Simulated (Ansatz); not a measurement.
**Screening in Si3N4 (P6_3/m)**

Wanted: ε∞ of Si3N4 (P6_3/m) from perturbation theory, a sum over states and the RPA step of G0W0, with cost.

Calculated with Ansatz 0.2.0; linear response on PBE, plane waves, PAW.

### 1. The structure

The structure is hexagonal, space group P6_3/m (No. 176). Conventional cell: a = 7.604 Å, b = 7.604 Å, c = 2.906 Å, α = 90.00°, β = 90.00°, γ = 120.00°. Si has 4 N at 1.73 to 1.74 Å nearest. N has 3 Si at 1.74 Å nearest. Nearest to N lie 3 Si at 1.73 Å. Farther neighbours and most contacts between anions are not listed.

As a file:

```xyz
14
Lattice="7.6044 0.0000 0.0000 -3.8022 6.5856 0.0000 0.0000 0.0000 2.9063" Properties=species:S:1:pos:R:3 pbc="T T T"
Si    5.1801    1.1496    0.7266
Si    1.5945    5.0609    2.1797
Si    4.0188    3.9113    0.7266
Si   -1.3779    5.4360    2.1797
Si    2.2077    1.5247    0.7266
Si   -0.2166    2.6743    2.1797
N    -1.0237    2.1748    0.7266
N     5.2091    0.2009    2.1797
N     2.4306    4.6116    0.7266
N     4.8259    4.4108    2.1797
N    -1.4069    6.3847    0.7266
N     1.3716    1.9740    2.1797
N     3.8022    2.1952    0.7266
N     0.0000    4.3904    2.1797
```

The cell and positions come from the Crystallography Open Database and are kept as given unless a step says otherwise.

### 2. Response to a homogeneous field

The response to a uniform field gives ε∞, a yardstick for the screening that GW builds on its mesh.

This step: dielectric response by perturbation theory, PBE, plane waves, PAW; PAW set soft_1.

input.yaml

```yaml
crystal:
  lattice:
    - [7.6044, 0.0, 0.0]
    - [-3.8022, 6.5856035805, 0.0]
    - [0.0, 0.0, 2.9063]
  atoms:
    - { symbol: Si, position: [0.768477, 0.174557, 0.25] }
    - { symbol: Si, position: [0.59392, 0.768477, 0.75] }
    - { symbol: Si, position: [0.825443, 0.59392, 0.25] }
    - { symbol: Si, position: [0.231523, 0.825443, 0.75] }
    - { symbol: Si, position: [0.40608, 0.231523, 0.25] }
    - { symbol: Si, position: [0.174557, 0.40608, 0.75] }
    - { symbol: "N", position: [0.0305, 0.33024, 0.25] }
    - { symbol: "N", position: [0.70026, 0.0305, 0.75] }
    - { symbol: "N", position: [0.66976, 0.70026, 0.25] }
    - { symbol: "N", position: [0.9695, 0.66976, 0.75] }
    - { symbol: "N", position: [0.29974, 0.9695, 0.25] }
    - { symbol: "N", position: [0.33024, 0.29974, 0.75] }
    - { symbol: "N", position: [0.6666666667, 0.3333333333, 0.25] }
    - { symbol: "N", position: [0.3333333333, 0.6666666667, 0.75] }
kpoints:
  mp_grid: { grid: [6, 6, 8] }
hamiltonian:
  xc: pbe
  pseudopotentials: { kind: paw, azcp: { folder: soft_1 } }
scf:
  occupations: { method: fixed }
dielectric: {}
```

Run with:

```console
ansatz run input.yaml --threads 2 --pin off --max-ram 73728MiB --backend cuda --events-out ev --progress --plain --runs-dir out --devices 1 --max-vram 13GiB
```

Numbers of over 12 decimals in the logs are rounded to 6 here.

The program printed:

```text
GPUs: using 1 of 1 available (devices: 1).
Engine: ansatz 0.2.0, x86_64-unknown-linux-gnu
Pseudopotentials: kind: paw
Pseudopotential: Si, paw, valence charge 4, recommended cutoff 420 eV (normal), soft_1/Si.paw.azcp
Pseudopotential: N, paw, valence charge 5, recommended cutoff 420 eV (normal), soft_1/N.paw.azcp
Functional definition: PBE
  parameter kappa = 0.804
  parameter beta = 0.066725
  exchange = pbe_x(kappa = kappa, mu = beta*pi^2/3)
  correlation = pbe_c(beta = beta)
device memory: the entry about to start is reckoned to put 2.3 GiB on a device that reports 50.6 GiB free (of which the cap on the GPU budget leaves the run 13.0 GiB)
GPU FFT provider: cuFFT
GPU libraries: cuBLAS 13.8.2, cuFFT 12.4.0, cuSOLVER 12.3.4
Crystal: 14 atoms, lattice volume = 145.546 Å³
Basis set: ecut = 420 eV, 2823 PW (Γ), exchange–correlation on 108×108×40 points (8 copies of the dense FFT grid, shifted against one another)
Bands: 46, of which v1, the nominal top of the filled ones, is band 32 counted from 1 (31 counted from 0)
Symmetry: 12 space group operations
k-points: 148 of 288 (irreducible under 1 space group operation, time reversal used)
Non-local potential: Si, projectors of the file, l = 0: 2, l = 1: 2, l = 2: 1
Non-local potential: N, projectors of the file, l = 0: 2, l = 1: 2, l = 2: 1
PAW form: soft (Blöchl's): semilocal exchange-correlation on the pseudo side does not see the compensation charge
PAW one-centre angular grid: Si, 110 points (default); XC on 64 Gauss nodes
PAW one-centre angular grid: N, 110 points (default); XC on 64 Gauss nodes
Initial density: superposition of atomic densities (chi_scale 0.1, normalization cell, long waves kept (reshape's long-wave potential 0.02 eV rms))
Initial wavefunctions: pseudopotential atomic-orbital guess
GPU buffer pool allocated for 58320 grid points (all kernels)
GPU transforms: local potential and band sums: pruned to the plane-wave sphere, on 54×54×20
Functional: x = pbe(κ = 0.804, μ = 0.219515), c = pbe(β = 0.066725)
SCF iter   1: F=—  HF=-6913.317160 eV  |F-HF|=—  |Δ(HF+E_count)|=         —  Δρ=1.57e-1  dr2=3.74e1  ethr=3.10e-3  ⟨swp⟩=5.0  Hψ=26676  notcnv=0  defer=1580
preconditioner: auto → Resta (q_TF=auto, 2.379 Å⁻¹)  ε∞=3.5  [insulator: Δε(μ)=6.028 eV  Ē_g=15.555 eV  n_scr=32 (ndim 8)  ℏωp=24.6 eV  f_vac=0.009  ε∞_Penn≈3.5]
SCF iter   2: F=—  HF=-6902.036502 eV  |F-HF|=—  |Δ(HF+E_count)|=    1.13e1  Δρ=4.96e-2  dr2=2.08e0  ethr=3.10e-3  ⟨swp⟩=3.7  Hψ=18575  notcnv=0  defer=1487
SCF iter   3: F=—  HF=-6901.781271 eV  |F-HF|=—  |Δ(HF+E_count)|=   2.55e-1  Δρ=2.49e-2  dr2=5.05e-1  ethr=3.10e-3  ⟨swp⟩=1.0  Hψ=7593  notcnv=0  defer=1429
SCF iter   4: F=—  HF=-6901.765878 eV  |F-HF|=—  |Δ(HF+E_count)|=   1.54e-2  Δρ=2.15e-3  dr2=8.23e-3  ethr=7.89e-4  ⟨swp⟩=2.1  Hψ=6429  notcnv=0  defer=1754
SCF iter   5: F=—  HF=-6901.773102 eV  |F-HF|=—  |Δ(HF+E_count)|=   7.22e-3  Δρ=1.51e-3  dr2=3.38e-3  ethr=1.29e-5  ⟨swp⟩=3.0  Hψ=10975  notcnv=0  defer=1769
SCF iter   6: F=—  HF=-6901.773023 eV  |F-HF|=—  |Δ(HF+E_count)|=   7.88e-5  Δρ=3.73e-4  dr2=2.33e-4  ethr=5.27e-6  ⟨swp⟩=2.0  Hψ=10002  notcnv=0  defer=1769
SCF iter   7: F=—  HF=-6901.773254 eV  |F-HF|=—  |Δ(HF+E_count)|=   2.31e-4  Δρ=8.08e-5  dr2=1.65e-5  ethr=3.64e-7  ⟨swp⟩=2.0  Hψ=10181  notcnv=0  defer=1708
SCF iter   8: F=—  HF=-6901.773293 eV  |F-HF|=—  |Δ(HF+E_count)|=   3.91e-5  Δρ=1.94e-5  dr2=6.14e-7  ethr=2.57e-8  ⟨swp⟩=2.0  Hψ=10280  notcnv=0  defer=1493
SCF iter   9: F=—  HF=-6901.773302 eV  |F-HF|=—  |Δ(HF+E_count)|=   8.83e-6  Δρ=2.81e-6  dr2=1.04e-8  ethr=9.59e-10  ⟨swp⟩=2.1  Hψ=11386  notcnv=0  defer=1301
SCF iter  10: F=—  HF=-6901.773302 eV  |F-HF|=—  |Δ(HF+E_count)|=   2.79e-8  Δρ=5.29e-7  dr2=2.89e-10  ethr=1.63e-11  ⟨swp⟩=2.0  Hψ=10335  notcnv=0  defer=1304
SCF iter  11: F=-6901.773302 eV  HF=-6901.773302 eV  |F-HF|=7.28e-12  |Δ(HF+E_count)|=  3.67e-10  Δρ=7.80e-8  dr2=7.87e-12  ethr=1.00e-12  ⟨swp⟩=16.5  Hψ=38245  notcnv=0
SCF 1 converged in 11 iterations: F = -6901.773302 eV  dr2 = 7.87e-12
  greatest PAW one-centre occupation: 0.794 electrons in one spin orbital (limit 2), on the N atom at site 13 (counted from 0), in its partial waves of l = 0
the response reads at least the filled bands of the reference SCF and the lowest empty band at each k-point, and that SCF's band table does not vouch for those bands. The notice of the band table in this run's record says why
device memory: the entry about to start is reckoned to put 0.1 GiB (of the 0.5 GiB reckoned in all, the device holds 0.4 GiB already) on a device that reports 50.5 GiB free (of which the cap on the GPU budget leaves the run 12.7 GiB)
device memory: the entry about to start is reckoned to put 3.2 GiB (of the 3.6 GiB reckoned in all, the device holds 0.4 GiB already) on a device that reports 50.5 GiB free (of which the cap on the GPU budget leaves the run 12.7 GiB)
DFPT response loops at Γ: preconditioner auto → Resta (q_TF=auto, 2.379 Å⁻¹)  ε∞=3.7 (no band partly filled); β = 1.00, the filter's whole step (`scf.mixing.beta` (0.50) is not read by the response loops at its default; to damp them type it under 1.00, their step now; it binds the ground state too); Broyden in place of MSR1
── the response to a field inside a basis, on 6×6×8 k-points: an SCF that follows is theirs, and a resumed run solves both again ──
device memory: the entry about to start is reckoned to put 0.6 GiB on a device that reports 55.7 GiB free (of which the cap on the GPU budget leaves the run 12.7 GiB)
GPU FFT provider: cuFFT
GPU libraries: cuBLAS 13.8.2, cuFFT 12.4.0, cuSOLVER 12.3.4
Bands: 33, of which v1, the nominal top of the filled ones, is band 32 counted from 1 (31 counted from 0)
k-points: 72 of 288 (irreducible under 4 space group operations)
Initial density: handed on by an earlier stage of this run
Initial wavefunctions: pseudopotential atomic-orbital guess (no wavefunctions were taken with the density)
GPU buffer pool allocated for 58320 grid points (all kernels)
GPU transforms: band sums: pruned to the plane-wave sphere, on 54×54×20
Eigensolver: Dense (72 Hₖ)
SCF iter   1: F=—  HF=-6901.457640 eV  |F-HF|=—  |Δ(HF+E_count)|=         —  Δρ=4.77e-4  dr2=9.96e-5  ethr=1.00e-1
preconditioner: auto → Resta (q_TF=auto, 2.379 Å⁻¹)  ε∞=5.0  [insulator: Δε(μ)=4.680 eV  Ē_g=12.370 eV  n_scr=32 (ndim 8)  ℏωp=24.6 eV  f_vac=0.036  ε∞_Penn≈5.0]
SCF iter   2: F=—  HF=-6901.457716 eV  |F-HF|=—  |Δ(HF+E_count)|=   7.59e-5  Δρ=2.70e-4  dr2=3.47e-5  ethr=1.56e-7
SCF iter   3: F=—  HF=-6901.457753 eV  |F-HF|=—  |Δ(HF+E_count)|=   3.75e-5  Δρ=2.49e-5  dr2=1.16e-6  ethr=5.42e-8
SCF iter   4: F=—  HF=-6901.457753 eV  |F-HF|=—  |Δ(HF+E_count)|=   1.29e-7  Δρ=1.11e-5  dr2=2.42e-7  ethr=1.82e-9
SCF iter   5: F=-6901.457754 eV  HF=-6901.457754 eV  |F-HF|=1.06e-8  |Δ(HF+E_count)|=   1.29e-7  Δρ=4.78e-6  dr2=4.05e-8  ethr=3.78e-10
SCF 1 converged in 5 iterations: F = -6901.457754 eV  dr2 = 4.05e-8
  greatest PAW one-centre occupation: 0.793 electrons in one spin orbital (limit 2), on the N atom at site 13 (counted from 0), in its partial waves of l = 0
device memory: the entry about to start is reckoned to put 0.1 GiB (of the 0.4 GiB reckoned in all, the device holds 0.3 GiB already) on a device that reports 54.9 GiB free (of which the cap on the GPU budget leaves the run 12.5 GiB)
device memory: the entry about to start is reckoned to put 3.1 GiB on a device that reports 57.7 GiB free (of which the cap on the GPU budget leaves the run 12.5 GiB)
DFPT response loops at Γ: preconditioner auto → Resta (q_TF=auto, 2.379 Å⁻¹)  ε∞=3.6 (no band partly filled); β = 1.00, the filter's whole step (`scf.mixing.beta` (0.50) is not read by the response loops at its default; to damp them type it under 1.00, their step now; it binds the ground state too); Broyden in place of MSR1
SCF converged after 11 iterations
Free energy (F): -6901.773302 eV
Harris-Foulkes:  -6901.773302 eV  (|F-HF|=7.28e-12)
Internal energy: -6901.773302 eV  (E = F + TS)
E sigma→0 (E₀):  -6901.773302 eV
Fermi energy:    8.278537 eV
--- Per-component energies (eV) ---
  E_band       = 63.664416
  E_kinetic    = 1336.090205
  E_local      = -2029.849972  (includes V_loc(G=0)·N_el)
  E_nonlocal   = 405.761825
  E_hartree    = 718.923800
  E_xc         = -828.786235
  E_vxc        = -908.741592  (∫ρ·V_xc dr)
  E_paw        = -4098.968000  (= ΣΔE_a)
  E_vpaw       = -177.451011  (= ΣTr[D̂ρ^β])
  E_aug_tail   = 0.007443  (compensation charges beyond the density's cutoff)
  E_ewald      = -2404.952369
  E_smearing   = -0.000000  (= −TS)
  E_closure    = -0.000000  (closes the sum)
  Σ components = -6901.773302   (vs F -6901.773302, Δ=0.00e0)
--- Band table (eV; the first three rows and the last of 148) ---
  k-point 0: bands = [... 28 lower, 7.0062, 7.8339, 7.8925, 8.0987, 12.6201, 13.0358, 13.1907, 13.1907, ... 10 higher]
  k-point 1: bands = [... 28 lower, 7.0359, 7.2088, 7.3952, 8.2785, 13.6570, 13.7511, 14.0454, 14.0454, ... 10 higher]
  k-point 2: bands = [... 28 lower, 6.7145, 6.9680, 6.9680, 8.2227, 13.9975, 13.9975, 14.8643, 15.0379, ... 10 higher]
  k-point 147: bands = [... 28 lower, 6.7861, 6.7861, 7.2386, 7.2386, 13.0941, 13.0941, 14.1567, 14.1567, ... 10 higher]
--- Dielectric response (ions clamped): 3 representative field directions + reference, inside a basis on a mesh of 288 k-points (Σ response iterations 15) ---
  ε∞ (high-frequency dielectric tensor):
        4.219710     0.000000     0.000000
        0.000000     4.219710     0.000000
        0.000000     0.000000     4.303248
  Born effective charges Z* (e; rows j = field, columns β = displacement):
    site 0:
         3.38772    0.21751    0.00000
         0.19105    3.32120    0.00000
         0.00000   -0.00000    3.40417
    site 1:
         3.16092   -0.06011    0.00000
        -0.08657    3.54800   -0.00000
        -0.00000   -0.00000    3.40417
    site 2:
         3.51474   -0.11771    0.00000
        -0.14417    3.19418   -0.00000
         0.00000   -0.00000    3.40417
    site 3:
         3.38772    0.21751    0.00000
         0.19105    3.32120    0.00000
         0.00000   -0.00000    3.40417
    site 4:
         3.16092   -0.06011    0.00000
        -0.08657    3.54800   -0.00000
        -0.00000   -0.00000    3.40417
    site 5:
         3.51474   -0.11771    0.00000
        -0.14417    3.19418   -0.00000
         0.00000   -0.00000    3.40417
    site 6:
        -2.70896   -0.71001   -0.00000
        -0.71981   -2.03047    0.00000
        -0.00000    0.00000   -2.82866
    site 7:
        -1.58096    0.06856    0.00000
         0.05876   -3.15847    0.00000
         0.00000   -0.00000   -2.82866
    site 8:
        -2.81922    0.65615   -0.00000
         0.64635   -1.92020    0.00000
        -0.00000   -0.00000   -2.82866
    site 9:
        -2.70896   -0.71001   -0.00000
        -0.71981   -2.03047    0.00000
        -0.00000    0.00000   -2.82866
    site 10:
        -1.58096    0.06856    0.00000
         0.05876   -3.15847    0.00000
         0.00000   -0.00000   -2.82866
    site 11:
        -2.81922    0.65615   -0.00000
         0.64635   -1.92020    0.00000
        -0.00000   -0.00000   -2.82866
    site 12:
        -2.95424   -0.05439   -0.00000
         0.05439   -2.95424    0.00000
        -0.00000   -0.00000   -1.72653
    site 13:
        -2.95424   -0.05439   -0.00000
         0.05439   -2.95424   -0.00000
        -0.00000   -0.00000   -1.72653
  Z* charge neutrality: 2.126e-2 e pre-enforcement
  solved inside a basis spanned on kpoints, on 6×6×8 k-points, its susceptibility summed on 6×6×12: ε∞ is read to err by 2.5e-2, Z* by 1.9e-2 e (field_mesh: kpoints solves on kpoints); Z* is corrected for what the basis lacks
```

Run time: 96 s. Hardware: 1 × NVIDIA H100 80GB HBM3 (shared by 6 runs) with 2 threads of AMD EPYC 7R13 (Zen 3), shared host; peak memory 4 GiB.

Numbers from this step:

- stated error of ε∞: 0.025

One over ε∞ averages 0.24, near the quarter of exact exchange in PBE0.

High-frequency dielectric tensor:

```
4.22 0.00 0.00
0.00 4.22 0.00
0.00 0.00 4.30
```

Born effective charge (e), principal values of the symmetric part by kind of site:

```
atom  atoms with these values    low  middle   high   mean
 Si1                        6   3.15    3.40   3.56   3.37
  N7                        6  -3.16   -2.83  -1.58  -2.52
 N13                        2  -2.95   -2.95  -1.73  -2.55
```

In full for Si1:

```
3.39 0.22 0.00
0.19 3.32 0.00
0.00 0.00 3.40
```

### 3. Independent-particle spectrum

The independent-particle spectrum shows where the oscillator strength lies, before excitons and local fields.

This step: independent-particle optics on PBE, plane waves, PAW; PAW set soft_1.

Edit input.yaml of step 2 so:

```diff
@@ -27,2 +27,4 @@
   occupations: { method: fixed }
-dielectric: {}
+  n_extra_bands: 99
+output:
+  optics: { e_range: [0, 25], de: 0.1, sigma: 0.2 }
```

The program printed:

```text
[...]
GPUs: using 1 of 1 available (devices: 1).
[...]
GPU FFT provider: cuFFT
GPU libraries: cuBLAS 13.8.2, cuFFT 12.4.0, cuSOLVER 12.3.4
Crystal: 14 atoms, lattice volume = 145.546 Å³
Basis set: ecut = 420 eV, 2823 PW (Γ)
Bands: 131, of which v1, the nominal top of the filled ones, is band 32 counted from 1 (31 counted from 0)
Symmetry: 12 space group operations
[...]
k-points: 40 of 288
[...]
GPU buffer pool allocated for 58320 grid points (all kernels)
[...]
SCF iter   1: F=—  HF=-6913.319211 eV  |F-HF|=—  |Δ(HF+E_count)|=         —  Δρ=1.57e-1  dr2=3.73e1  ethr=3.10e-3  ⟨swp⟩=4.3  Hψ=18996  notcnv=0  defer=3840
[...]
SCF iter  11: F=-6901.773496 eV  HF=-6901.773496 eV  |F-HF|=1.00e-11  |Δ(HF+E_count)|=  5.87e-10  Δρ=4.21e-8  dr2=2.93e-12  ethr=1.00e-12  ⟨swp⟩=13.4  Hψ=46841  notcnv=0
SCF 1 converged in 11 iterations: F = -6901.773496 eV  dr2 = 2.93e-12
[...]
Optics k sum: 0 of 40 k-points
Optics k sum: 2 of 40 k-points
[...]
Optics k sum: 40 of 40 k-points
[...]
SCF converged after 11 iterations
Free energy (F): -6901.773496 eV
[...]
Internal energy: -6901.773496 eV  (E = F + TS)
E sigma→0 (E₀):  -6901.773496 eV
Fermi energy:    8.278533 eV
[...]
--- Band table (eV; the first three rows and the last of 40) ---
  k-point 0: bands = [... 28 lower, 7.0062, 7.8338, 7.8925, 8.0987, 12.6202, 13.0358, 13.1907, 13.1907, ... 95 higher]
  k-point 1: bands = [... 28 lower, 7.0359, 7.2088, 7.3951, 8.2785, 13.6570, 13.7512, 14.0454, 14.0454, ... 95 higher]
  k-point 2: bands = [... 28 lower, 6.7146, 6.9680, 6.9680, 8.2227, 13.9975, 13.9975, 14.8643, 15.0379, ... 95 higher]
  k-point 39: bands = [... 28 lower, 6.8861, 6.8861, 7.1763, 7.1763, 13.3283, 13.3283, 14.1444, 14.1444, ... 95 higher]
```

Run time: 68 s. Hardware: 1 × NVIDIA H100 80GB HBM3 (shared by 6 runs) with 2 threads; peak memory 2.7 GiB.

This step gave:

- ε∞ without local fields (xx, yy, zz): 4.368, 4.368, 4.439
- electrons in the f-sum (xx, yy, zz): 51.07, 51.07, 51.22
- bands in the explicit sum (the static value is completed to all bands): 131

The sum gives ε∞ = 4.37 and 4.44 without local fields.

Independent particles, no local fields, Gaussian width 0.2 eV. Table of ε₂ by photon energy; read off at these points:

```
photon energy (eV)   xx=yy      zz
               4.0       0       0
               5.0  0.0279  0.0881
               6.0    2.18   0.448
               7.0    3.84    3.30
               7.8    6.39    5.39
               8.0    5.93    4.37
               9.0    6.20    13.2
              10.0    6.28    6.78
              10.6    6.43    6.25
              11.0    6.08    5.45
              12.0    5.11    4.83
              13.0    4.47    3.49
              14.0    3.46    3.33
              15.0    2.60    3.37
              16.0    2.18    2.58
              17.0    1.76    1.73
              18.0    1.56    1.15
              19.0    1.06   0.867
              20.0   0.810   0.539
              21.0   0.613   0.453
              22.0   0.453   0.416
              23.0   0.397   0.305
              24.0   0.342   0.267
              25.0   0.317   0.241
```

Independent particles, no local fields, Gaussian width 0.2 eV. The loss function by photon energy; read off at these points:

```
photon energy (eV)   xx=yy       zz
               4.0       0        0
               5.0  7.4e-4  0.00249
               6.0  0.0344  0.00786
               7.0  0.0615   0.0450
               8.0  0.1000   0.0761
               9.0   0.121   0.0629
              10.0   0.134    0.147
              11.0   0.161    0.182
              12.0   0.192    0.204
              13.0   0.220    0.264
              14.0   0.264    0.295
              15.0   0.345    0.280
              16.0   0.371    0.321
              17.0   0.435    0.299
              18.0   0.500    0.424
              19.0   0.661    0.552
              20.0   0.788    0.773
              21.0    1.07     1.43
              22.0    1.72     1.89
              23.0    2.44     3.04
              23.7    2.93     3.53
              24.0    2.85     3.59
              25.0    2.56     2.64
```

Independent particles, no local fields, Gaussian width 0.2 eV. ε₁ against photon energy:

```
photon energy (eV)    xx=yy       zz
                 0     4.34     4.41
                 1     4.38     4.45
                 2     4.50     4.57
                 3     4.74     4.79
                 4     5.17     5.19
                 5     6.13     5.95
                 6     7.65     7.54
                 7     6.91     7.90
                 8     4.91     6.19
                 9     3.60     5.96
                10     2.73   0.0129
                11    0.860   -0.550
                12   -0.699   -0.649
                13   -0.581    -1.01
                14    -1.06   -0.434
                15   -0.873   -0.831
                16    -1.06    -1.18
                17   -0.979    -1.67
                18   -0.827    -1.18
                19   -0.694   -0.905
                20   -0.609   -0.637
                21   -0.444   -0.335
                22   -0.242   -0.216
                23  -0.0721  -0.0852
                24   0.0550   0.0548
                25    0.152    0.182
```

(Continued in part 2 of 2.)

[Paths, hosts, dates, memory and timing lines, banners, echoed tables and standing remarks are left out of the program output.]

[Logs are printed without paths, hosts, clocks, repeated set-up lines and the standing remarks that a program may print on its own settings, such as how far it seeks lower states.]

[Runs of the session that timed out or met a known fault of the program may be left out.]

[Cells called generated may have been cut or substituted from an entry of the Crystallography Open Database or the Materials Project.]

[Hosts, paths, dates, database ids (printed as entryN), source tags and the programs' standing remarks are cut or masked in the printed files.]
